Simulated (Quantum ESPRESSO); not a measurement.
# Constrained canting in CoO, part 3 of 3

Wanted: bilinear and biquadratic couplings of CoO from constrained non-collinear runs.

Quantum ESPRESSO 7.5; LDA with U = 3.5 eV on Co d (ortho-atomic projectors); plane waves with GBRV 1.5 LDA potentials, no spin-orbit coupling.

So far, largest spin moment in the atom's sphere (μB): step 2 (the collinear order that defines the sublattices) 2.50; step 3 (the parallel state in the same cell) 2.52; step 4 (angle 0°, no penalty) 2.52; step 5 (angle 30°, lambda 2 Ry) 2.54.

## (6) Angle 60°, lambda 2 Ry

The input, pw.in:

```
&CONTROL
  calculation = 'scf'
  prefix = 'pwscf'
  outdir = './tmp'
  pseudo_dir = './pseudo'
  disk_io = 'nowf'
/
&SYSTEM
  ibrav = 0
  celldm(1) = 8
  nat = 4
  ntyp = 3
  ecutwfc = 34
  ecutrho = 238
  nbnd = 64
  occupations = 'smearing'
  smearing = 'fd'
  degauss = 0.00999582
  noncolin = .true.
  starting_magnetization(1) = 0.1471
  angle1(1) = 30
  angle2(1) = 0
  starting_magnetization(2) = 0.1471
  angle1(2) = 30
  angle2(2) = 180
  starting_magnetization(3) = 0.0367
  angle1(3) = 0
  angle2(3) = 0
  constrained_magnetization = 'atomic direction'
  lambda = 2
  nosym = .true.
/
&ELECTRONS
  conv_thr = 4d-08
  electron_maxstep = 150
  mixing_beta = 0.3
/
ATOMIC_SPECIES
Co1    58.9332 co_lda_v1.2.uspp.F.UPF
Co2    58.9332 co_lda_v1.2.uspp.F.UPF
O      15.9990 o_lda_v1.2.uspp.F.UPF
CELL_PARAMETERS alat
   0.0000000000000    0.5034939043300    0.5034939043300
   0.5034939043300    0.0000000000000    0.5034939043300
   1.0069878086600    1.0069878086600    0.0000000000000
ATOMIC_POSITIONS crystal
Co1     0.0000000000    0.0000000000    0.0000000000
Co2     0.0000000000    0.0000000000    0.5000000000
O       0.5000000000    0.5000000000    0.2500000000
O       0.5000000000    0.5000000000    0.7500000000
K_POINTS automatic
6 6 3 0 0 0
HUBBARD {ortho-atomic}
U Co1-3d 3.5000
U Co2-3d 3.5000
```

On the command line:

```bash
$ OMP_NUM_THREADS=1 mpirun -n 4 pw.x -nk 4 -in pw.in > pw.out
```

The log of the run:

```text
     [... lines left out ...]
Program PWSCF v.7.5 starts
     [... lines left out ...]
     number of atoms/cell      =            4
     [... lines left out ...]
     number of electrons       =        46.00
     number of Kohn-Sham states=           64
     kinetic-energy cutoff     =      34.0000  Ry
     charge density cutoff     =     238.0000  Ry
     scf convergence threshold =      4.0E-08
     [... lines left out ...]
     Noncollinear calculation without spin-orbit
     [... lines left out ...]
     No symmetry found
     [... lines left out ...]
     number of k points=   108  Fermi-Dirac smearing, width (Ry)=  0.0100
     [... lines left out ...]
     iteration # 30     ecut=    34.00 Ry     beta= 0.30
     [... lines left out ...]
     constraint energy (Ry) =      0.00001538
     atom number    1 relative position :    0.0000   0.0000   0.0000
     [... lines left out ...]
     magnetization :          1.277671    0.000002    2.193152
     [... lines left out ...]
     atom number    2 relative position :    0.5035   0.5035   0.0000
     [... lines left out ...]
     magnetization :         -1.277666    0.000004    2.193141
     [... lines left out ...]
     atom number    3 relative position :    0.5035   0.5035   0.5035
     [... lines left out ...]
     magnetization :         -0.000001    0.000000    0.232321
     [... lines left out ...]
     atom number    4 relative position :    1.0070   1.0070   0.5035
     [... lines left out ...]
     magnetization :         -0.000001    0.000000    0.232315
     [... lines left out ...]
     Tr[ns(  1)] (up, down, total) =   4.78248  2.53736  7.31984
     [... lines left out ...]
     Tr[ns(  2)] (up, down, total) =   4.78249  2.53737  7.31986
     [... lines left out ...]
     the Fermi energy is    12.8121 ev
!    total energy              =    -660.83699187 Ry
     estimated scf accuracy    <       0.00000004 Ry
     smearing contrib. (-TS)   =      -0.02544635 Ry
     [... lines left out ...]
     total magnetization       =     0.00     0.00     5.04 Bohr mag/cell
     absolute magnetization    =     5.80 Bohr mag/cell
     [... lines left out ...]
     convergence has been achieved in  30 iterations
```

It took 3.2 min on 4 MPI ranks of Arm Neoverse V1, shared host; peak memory 0.55 GiB; 13 min of CPU time.

Numbers from this step:

```yaml
smearing_term_ts: 0.3462 eV
magnetization: 0, 0, 5.039 μB
absolute_magnetization: 5.8 μB
penalty_energy: 0.2093 meV
final_state: non-collinear
largest_moment: 2.538 μB
```

## (7) Angle 180°, no penalty

pw.in: that of step 6 with these lines changed.

```diff
@@ -20,12 +20,8 @@
   starting_magnetization(1) = 0.1471
-  angle1(1) = 30
+  angle1(1) = 90
   angle2(1) = 0
   starting_magnetization(2) = 0.1471
-  angle1(2) = 30
+  angle1(2) = 90
   angle2(2) = 180
-  starting_magnetization(3) = 0.0367
-  angle1(3) = 0
-  angle2(3) = 0
-  constrained_magnetization = 'atomic direction'
-  lambda = 2
+  starting_magnetization(3) = 0
   nosym = .true.
```

The log of the run:

```text
     [... lines left out ...]
Program PWSCF v.7.5 starts
     [... lines left out ...]
     number of atoms/cell      =            4
     [... lines left out ...]
     number of electrons       =        46.00
     number of Kohn-Sham states=           64
     kinetic-energy cutoff     =      34.0000  Ry
     charge density cutoff     =     238.0000  Ry
     scf convergence threshold =      4.0E-08
     [... lines left out ...]
     Noncollinear calculation without spin-orbit
     [... lines left out ...]
     No symmetry found
     [... lines left out ...]
     number of k points=   108  Fermi-Dirac smearing, width (Ry)=  0.0100
     [... lines left out ...]
     iteration # 25     ecut=    34.00 Ry     beta= 0.30
     [... lines left out ...]
     atom number    1 relative position :    0.0000   0.0000   0.0000
     [... lines left out ...]
     magnetization :          2.501001   -0.000015    0.000036
     [... lines left out ...]
     atom number    2 relative position :    0.5035   0.5035   0.0000
     [... lines left out ...]
     magnetization :         -2.500896   -0.000001    0.000047
     [... lines left out ...]
     atom number    3 relative position :    0.5035   0.5035   0.5035
     [... lines left out ...]
     magnetization :          0.000004   -0.000001    0.000004
     [... lines left out ...]
     atom number    4 relative position :    1.0070   1.0070   0.5035
     [... lines left out ...]
     magnetization :          0.000004   -0.000001    0.000004
     [... lines left out ...]
     Tr[ns(  1)] (up, down, total) =   3.66732  3.66728  7.33460
     [... lines left out ...]
     Tr[ns(  2)] (up, down, total) =   3.66738  3.66733  7.33472
     [... lines left out ...]
     the Fermi energy is    12.7936 ev
!    total energy              =    -660.84147435 Ry
     estimated scf accuracy    <       0.00000003 Ry
     smearing contrib. (-TS)   =      -0.02508683 Ry
     [... lines left out ...]
     total magnetization       =     0.00    -0.00     0.00 Bohr mag/cell
     absolute magnetization    =     5.32 Bohr mag/cell
     convergence has been achieved in  25 iterations
```

Elapsed: 2.7 min, on 4 MPI ranks; peak memory 0.55 GiB.

Read from the output:

```yaml
smearing_term_ts: 0.3413 eV
magnetization: 0, 0, 0 μB
absolute_magnetization: 5.323 μB
final_state: antiferromagnetic
largest_moment: 2.501 μB
```

## (8) The angles together

Not every run of the table is shown above.

Canting:

| lambda (Ry) | typed angle (degrees) | final angle (degrees) | energy less that at the first angle (meV a seeded atom) | penalty energy, not in the total (meV a cell) | largest site moment (μB) | CPU time (s) |
| --- | --- | --- | --- | --- | --- | --- |
| - | 0 | 0 | 0 | 0 | 2.523 | 702.7 |
| 2 | 30 | 30.94 | -3.993 | 0.2558 | 2.536 | 1432 |
| 2 | 60 | 60.45 | -15.59 | 0.2093 | 2.538 | 768.2 |
| 2 | 90 | 90.2 | -29.13 | 0.08027 | 2.523 | 1807 |
| 2 | 120 | 120.1 | -39.03 | 0.01864 | 2.509 | 1358 |
| 2 | 150 | 150 | -44.42 | 0.003401 | 2.503 | 2344 |
| - | 180 | 180 | -46.09 | 0 | 2.501 | 646.2 |

A fit to E = E0 − A cos θ − B cos² θ gives A = -23.3 meV and B = -5.95 meV a seeded atom.

## (9) What came out

- angle of lowest energy: 180°
- range of the energy: 46.1 meV a seeded atom
- range of the largest moment: 2.50 to 2.54 μB
- bilinear coefficient A: -23.3 meV
- biquadratic coefficient B: -5.95 meV

**Reading.** The penalty holds the angles within 0.94° of the typed ones. A is negative, so opposed sublattices are favoured; B is 0.26 of it in size and favours perpendicular moments, a term beyond the Heisenberg model. The largest moment changes by 1.5 % over the angles. This holds for the two sublattices of this cell; other orders were not tried. Without spin–orbit coupling only the angle between the moments matters. The mesh is coarse, so differences of some ten meV can be noise where moments are itinerant. Energies are free energies at an electronic temperature of 1580 K, which lowers moments and differences where the moments are itinerant. The cutoff lies under the 40 Ry that these files are usually run at. The smearing term is large for its width, so states at the Fermi level are partly filled: at this level the cell is a metal or has a gap of a few widths at most. Degenerate orbitals of a corrected shell are partly filled. Whether a state of lower symmetry lies under this one was not tested; under a U it often does.

[Logs and program files are shortened in this print: banners, set-up blocks, solver, clock and traceback lines can be left out without a mark of their own.]

[Logs are printed without paths, hosts, clocks, repeated set-up lines and the standing remarks that a program may print on its own settings, such as how far it seeks lower states.]

[Hosts, paths, dates, database ids (printed as entryN), source tags and the programs' standing remarks are cut or masked in the printed files.]

[Where a cell is said to come from a database of computed structures, the database is the Materials Project.]
